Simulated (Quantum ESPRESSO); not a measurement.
# LiF (Griceite): phonon deformation potentials, worked out

How far does biaxial strain in the (001) plane shift the zone-centre optical mode of LiF (Griceite)?

Method: DFT LDA, scalar-relativistic, plane waves, PseudoDojo norm-conserving pseudopotentials, in Quantum ESPRESSO 7.5.

### Step 1. The relaxed structure

It takes space group Fm-3m (No. 225, cubic). Conventional cell: a = 3.905 Å, b = 3.905 Å, c = 3.905 Å, α = 90.00°, β = 90.00°, γ = 90.00°. Nearest to Li lie 6 F at 1.95 Å. Nearest to F lie 6 Li at 1.95 Å. Farther neighbours and most contacts between anions are not listed.

Coordinates:

```xyz
2
Lattice="-1.9525 0.0000 1.9525 0.0000 1.9525 1.9525 -1.9525 1.9525 0.0000" Properties=species:S:1:pos:R:3 pbc="T T T"
Li    0.0000    0.0000    0.0000
F    -1.9525    1.9525    1.9525
```

This is the cell after its relaxation at this level of theory, not the database cell from which that began.

### Step 2. Uniaxial strain

The relaxed cell is stretched along z alone. This keeps all atoms on sites fixed by symmetry and splits the threefold mode into a singlet, polarised along z, and a doublet. The macroscopic field is left out, so these are transverse modes. Cutoff 92 Ry, k mesh 12×12×12.

From the response at ε_zz = 0.005:

Output:

```text
[banners, grids, parts of the stress and lines that vanish by symmetry left out]
Program PHONON v.7.5
     Reading xml data from directory:

[...]
Exchange-correlation= PW
                           (   1   4   0   0   0   0   0)
[...]
kinetic-energy cut-off    =      92.0000  Ry
     charge density cut-off    =     368.0000  Ry
     convergence threshold     =      1.0E-18
[...]
Exchange-correlation= PW
                           (   1   4   0   0   0   0   0)
[...]
q = (   0.0000000   0.0000000   0.0000000 )
     17 Sym.Ops. (with q -> -q+G )
     G cutoff =  255.0648  (  12039 G-vectors)     FFT grid: ( 32, 32, 32)
     number of k points=   163
[...]
Mode symmetry, D_4h(4/mmm) point group:
[...]
Representation #   1 mode #   1
[...]
End of self-consistent calculation
     Convergence has been achieved
     Representation #   2 mode #   2
[...]
End of self-consistent calculation
     Convergence has been achieved
     Representation #   3 modes #   3   4
[...]
End of self-consistent calculation
     Convergence has been achieved
     Representation #   4 modes #   5   6
[...]
End of self-consistent calculation
     Convergence has been achieved
[...]
q = (    0.000000000   0.000000000   0.000000000 )
[...]
freq (    1) =       0.046058 [THz] =       1.536341 [cm-1]
     freq (    2) =       0.046058 [THz] =       1.536341 [cm-1]
     freq (    3) =       0.048267 [THz] =       1.610015 [cm-1]
     freq (    4) =       9.812503 [THz] =     327.309869 [cm-1]
     freq (    5) =      10.310915 [THz] =     343.935103 [cm-1]
     freq (    6) =      10.310915 [THz] =     343.935103 [cm-1]
[...]
Mode symmetry, D_4h(4/mmm) point group:
     freq (   1-   2) =          1.5  [cm-1]   --> E_u  X_5' M_5'  I
     freq (   3-   3) =          1.6  [cm-1]   --> A_2u X_4' M_4'  I
     freq (   4-   4) =        327.3  [cm-1]   --> A_2u X_4' M_4'  I
     freq (   5-   6) =        343.9  [cm-1]   --> E_u  X_5' M_5'  I

   JOB DONE.
```

| ε_zz | singlet (cm⁻¹) | doublet (cm⁻¹) | σ_zz (GPa) | σ_xx (GPa) |
| --- | --- | --- | --- | --- |
| -0.01 | 374.54 | 340.41 | -1.690 | -0.509 |
| -0.005 | 358.60 | 341.70 | -0.814 | -0.246 |
| 0 | 342.88 | 342.88 | 0.010 | 0.010 |
| 0.005 | 327.31 | 343.94 | 0.785 | 0.261 |

Stress is counted positive in tension.

### Step 3. The fit

To first order ω² − ω₀² = p ε_zz + q (ε_xx + ε_yy) for the mode along z, and likewise for x and y. With ε_zz alone the singlet gives p and the doublet q.

The linear terms of parabolas through ω² are p = -18.26 ω₀² and q = 1.31 ω₀², with ω₀ = 342.9 cm⁻¹. Those of the stresses are C11 = 160 GPa and C12 = 51 GPa. Under hydrostatic strain p and q imply γ = −(p + 2q)/(6 ω₀²) = 2.61.

A layer held to an in-plane strain ε and free along z takes ε_zz = −2 (C12/C11) ε = -0.634 ε. To first order the singlet then shifts by (q − p C12/C11) ε / ω₀ = 2433 ε cm⁻¹. For ε = 0.004, ε_zz = -0.00254, the formulas for ω² predict 352.49 cm⁻¹ for the singlet and 330.46 cm⁻¹ for the doublet.

### Step 4. A biaxially strained cell

This run was no part of the fit.

Output:

```text
[banners, grids, parts of the stress and lines that vanish by symmetry left out]
[banner, memory and clock lines left out]
Program PHONON v.7.5

[...]
Exchange-correlation= PW
                           (   1   4   0   0   0   0   0)
[...]
kinetic-energy cut-off    =      92.0000  Ry
     charge density cut-off    =     368.0000  Ry
     convergence threshold     =      1.0E-18
[...]
Exchange-correlation= PW
                           (   1   4   0   0   0   0   0)
[...]
q = (   0.0000000   0.0000000   0.0000000 )
     17 Sym.Ops. (with q -> -q+G )
     G cutoff =  254.1661  (  12023 G-vectors)     FFT grid: ( 32, 32, 32)
     number of k points=   163
[...]
Mode symmetry, D_4h(4/mmm) point group:
[...]
Representation #   1 mode #   1
[...]
End of self-consistent calculation
     Convergence has been achieved
     Representation #   2 mode #   2
[...]
End of self-consistent calculation
     Convergence has been achieved
     Representation #   3 modes #   3   4
[...]
End of self-consistent calculation
     Convergence has been achieved
     Representation #   4 modes #   5   6
[...]
End of self-consistent calculation
     Convergence has been achieved
[...]
q = (    0.000000000   0.000000000   0.000000000 )
[...]
freq (    1) =       0.044530 [THz] =       1.485354 [cm-1]
     freq (    2) =       0.044530 [THz] =       1.485354 [cm-1]
     freq (    3) =       0.046771 [THz] =       1.560096 [cm-1]
     freq (    4) =       9.914041 [THz] =     330.696795 [cm-1]
     freq (    5) =       9.914041 [THz] =     330.696795 [cm-1]
     freq (    6) =      10.568521 [THz] =     352.527899 [cm-1]
[...]
Mode symmetry, D_4h(4/mmm) point group:
     freq (   1-   2) =          1.5  [cm-1]   --> E_u  X_5' M_5'  I
     freq (   3-   3) =          1.6  [cm-1]   --> A_2u X_4' M_4'  I
     freq (   4-   5) =        330.7  [cm-1]   --> E_u  X_5' M_5'  I
     freq (   6-   6) =        352.5  [cm-1]   --> A_2u X_4' M_4'  I
```

| mode | predicted (cm⁻¹) | run (cm⁻¹) |
| --- | --- | --- |
| singlet | 352.49 | 352.53 |
| doublet | 330.46 | 330.70 |

The stress along z is 0.006 GPa and that in the plane 0.704 GPa; the unstrained cell carries 0.010 GPa.

### Step 5. Results

| Item | Value |
| --- | --- |
| p (in units of the squared frequency) | -18.26 |
| q (same units) | 1.306 |
| shift of the singlet per unit of biaxial strain | 2433 cm⁻¹ |
| C11 and C12 | 160 and 51 GPa |

**Reading.** To first order, one per cent of tensile biaxial strain moves the singlet of LiF (Griceite) by 24.3 cm⁻¹ and the doublet by -30.5 cm⁻¹; the formulas miss the test run by up to 0.24 cm⁻¹. In the rock-salt structure this mode is infrared active and has no first-order Raman line. The third potential, r, needs shear strain, which was not run. Runs of the series that gave no result are left out: uni0.01-ph (refused). These are harmonic values at zero temperature.

[Host names and launcher messages were left out of these logs when they were recorded.]

[Logs are printed without paths, hosts, clocks, repeated set-up lines and the standing remarks that a program may print on its own settings, such as how far it seeks lower states.]

[Hosts, paths, dates, database ids (printed as entryN), source tags and the programs' standing remarks are cut or masked in the printed files.]
